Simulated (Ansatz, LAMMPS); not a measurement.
# Amorphous 73P2O5-20PbO-7Al2O3 (mol %) (88 atoms) under strain: runs compared

Aim: relax amorphous 73P2O5-20PbO-7Al2O3 (mol %) (88 atoms), then change its volume and shape to read moduli from the stress.

Computed with Ansatz 0.2.0: Kohn-Sham DFT, LDA, PAW (set soft_2), plane waves.

## (1) The cell as built

The cell holds 88 atoms: 22 P, 3 Pb, 2 Al and 61 O. Cell: a = 10.745 Å, b = 10.745 Å, c = 10.745 Å, α = 90.0°, β = 90.0°, γ = 90.0°. 88 atoms (22 P, 3 Sr, 2 Al, 61 O) placed at random at 2.63 g/cm³, melted at 5000 K for 10 ps at fixed volume with the Morse and Coulomb pair potential with partial charges (Pedone, Malavasi, Menziani, Cormack and Segre, J. Phys. Chem. B 110, 11780 (2006)). Quenched from 5000 K to 300 K at 10 K/ps and fixed volume, held 10 ps at zero pressure, then minimised at fixed cell. Then Sr was replaced by Pb and the cell scaled by 1.008 (the potential has no terms for the new elements, so the cell is a start for a DFT relaxation).

Limits known from the start: The quench rate of 10 K/ps is many orders above laboratory rates, so the cell is likely richer in defects and strain than a real sample. The starting topology of bonds comes from the classical model, and needn't be the one that DFT or experiment would give. Sampling is at Γ alone. No spin–orbit coupling is included, so levels derived from the heavy atoms are approximate.

## (2) The reference run

The reference is a single point at the end of the relaxation.

Every strained cell starts from the geometry of this run, and its atoms are relaxed with the cell held.

Its input, with most atom lines left out:

```yaml
crystal:
  lattice:
    - [10.40128, 0.33442, 0.15557]
    - [0.33442, 10.51856, -0.55118]
    - [0.15557, -0.55118, 10.21501]
  atoms:
    - { symbol: P, position: [0.26817, 0.8297, 0.55342] }
    - { symbol: P, position: [0.46404, 0.12312, 0.26023] }
    - { symbol: P, position: [0.11964, 0.59373, 0.54284] }
    - { symbol: P, position: [0.14984, 0.09603, 0.77408] }
    - { symbol: P, position: [0.98076, 0.37647, 0.61383] }
    - { symbol: P, position: [0.10106, 0.68414, 0.27296] }
    - { symbol: P, position: [0.68855, 0.41159, 0.65095] }
    [... atom lines 8 to 88 left out ...]
kpoints:
  mp_grid: { grid: [1, 1, 1] }
hamiltonian:
  xc: lda
scf:
  occupations: { method: gaussian, width: 0.025 }
output:
  forces: true
  stress: true
  populations: true
  dos:
    method: { smearing: { sigma: 0.1 } }
    de: 0.1
    projected: { site_lists: { Al: [Al], O: [O], P: [P], Pb: [Pb] } }
  eigenvalues: true
  write_density: true
  write_potential: true
  volumetric_format: npy
  elf: true
```

```
free energy per atom   : -973.8994 eV/atom
r.m.s. force component : 0.0083 eV/Å
pressure               : 0.001584 GPa
```

Filled and empty levels are parted by 4.27 eV (at Γ alone); a local or semilocal functional narrows such gaps, while the missing spin–orbit coupling widens them for these heavy elements, so the errors pull opposite ways. In a disordered cell it changes from sample to sample, and tail or defect levels can set it.

## (3) The runs

Each row is one run, on 4 threads of Intel Xeon Platinum 8488C (Sapphire Rapids), shared host. The free energy is the program's total, comparable only between runs with the same functional, potentials and atoms.

| run | atoms | outcome | ionic steps, all passes | free energy (eV) | time | host memory (GiB) |
| --- | --- | --- | --- | --- | --- | --- |
| Single point at the start | 88 | converged | - | -85690.481 | 13 s | 1.6 |
| Cell and atoms relaxed | 88 | converged | 44 | -85703.145 | 4.6 min | 1.6 |
| Single point at the relaxed geometry | 88 | converged | - | -85703.145 | 10 s | 1.5 |
| Volume -3 % | 88 | converged | 11 | -85703.026 | 80 s | 1.5 |
| Volume +3 % | 88 | converged | 10 | -85703.035 | 80 s | 1.5 |
| Volume -6 % | 88 | converged | 14 | -85702.639 | 1.8 min | 1.5 |
| Volume +6 % | 88 | converged | 12 | -85702.722 | 95 s | 1.6 |
| Volume -10 % | 88 | converged | 17 | -85701.650 | 1.9 min | 1.4 |
| Stretched by 1 % along x | 88 | converged | 6 | -85703.123 | 40 s | 1.5 |
| Compressed by 1 % along x | 88 | converged | 7 | -85703.125 | 47 s | 1.5 |
| Sheared by 2 % in xy | 88 | converged | 6 | -85703.110 | 40 s | 1.5 |

In some runs the program notes that the SCF threshold is loose for the stress.

## (4) Pressure against volume

Atoms are relaxed at each volume, in the scaled cell.

| volume change (%) | volume (Å³/atom) | energy change (meV/atom) | pressure (GPa) | largest move on relaxing (Å) | bonds | gap (eV) |
| --- | --- | --- | --- | --- | --- | --- |
| -10 | 11.383 | 16.98 | 4.76 | 0.76 | 118 | 4.42 |
| -6 | 11.889 | 5.74 | 2.52 | 0.41 | 116 | 4.50 |
| -3 | 12.268 | 1.35 | 1.22 | 0.14 | 115 | 4.36 |
| +0 | 12.647 | 0.00 | 0.00 | - | 115 | 4.27 |
| +3 | 13.027 | 1.25 | -1.07 | 0.14 | 114 | 4.19 |
| +6 | 13.406 | 4.80 | -1.90 | 0.29 | 113 | 4.10 |

## (5) Uniaxial strain and shear

Stress (GPa, compression positive) less that of the relaxed cell, atoms relaxed:

| strain | xx | yy | zz | xy | energy change (meV/atom) |
| --- | --- | --- | --- | --- | --- |
| stretched by 1 % along x | -0.735 | -0.244 | -0.241 | -0.067 | 0.25 |
| compressed by 1 % along x | 0.728 | 0.250 | 0.277 | 0.092 | 0.22 |
| sheared by 2 % in xy | -0.184 | -0.062 | -0.078 | -0.616 | 0.40 |

## (6) Outcome

The bulk modulus, from the slope of pressure against ln V over the three points nearest the relaxed volume, is 38.2 GPa; a quadratic over all points gives a pressure derivative of about 4.2. The count of bonds runs from 113 to 118 over the series, so at some points contacts cross the cutoffs. At -10 % some atom moved by over 0.5 Å on relaxing, so that point may sit in another local minimum. The gap goes from 4.42 eV at the smallest volume to 4.10 eV at the largest, -2.3 eV per unit of ln V by a straight line, not monotonically (lowest 4.10, highest 4.50 eV), on the run's k-points. In the Cartesian axes of the cell, finite differences give C11 = 73.1, C12 = 24.7, C13 = 25.9 and C66 = 30.8 GPa (the shear of 2 % is the engineering strain, εxy = 0.01). The mean of C11, C12 and C13, which equals the bulk modulus in a cubic or isotropic solid, is 41.2 GPa: it agrees with the bulk modulus within 10 %. For an isotropic solid C66 would equal (C11 − C12)/2 = 24.2 GPa; so small a sample needn't be isotropic, and C66 rests on one shear. With the bulk modulus and C66 as K and G, Young's modulus would be about 73 GPa and Poisson's ratio 0.18.

**Limits.** Strains are finite and relaxations stop at the force tolerance of the input, which can leave moduli too stiff; they are those of a static cell at zero temperature. Volumes are changed with the cell's shape held, so in an anisotropic solid the modulus lies over the one under free hydrostatic load. The program notes that the SCF threshold of the relaxations is loose for the stress.

The DFT runs together took 15 min of wall time.

[Logs are printed without paths, hosts, clocks, repeated set-up lines and the standing remarks that a program may print on its own settings, such as how far it seeks lower states.]

[Hosts, paths, dates, database ids (printed as entryN), source tags and the programs' standing remarks are cut or masked in the printed files.]
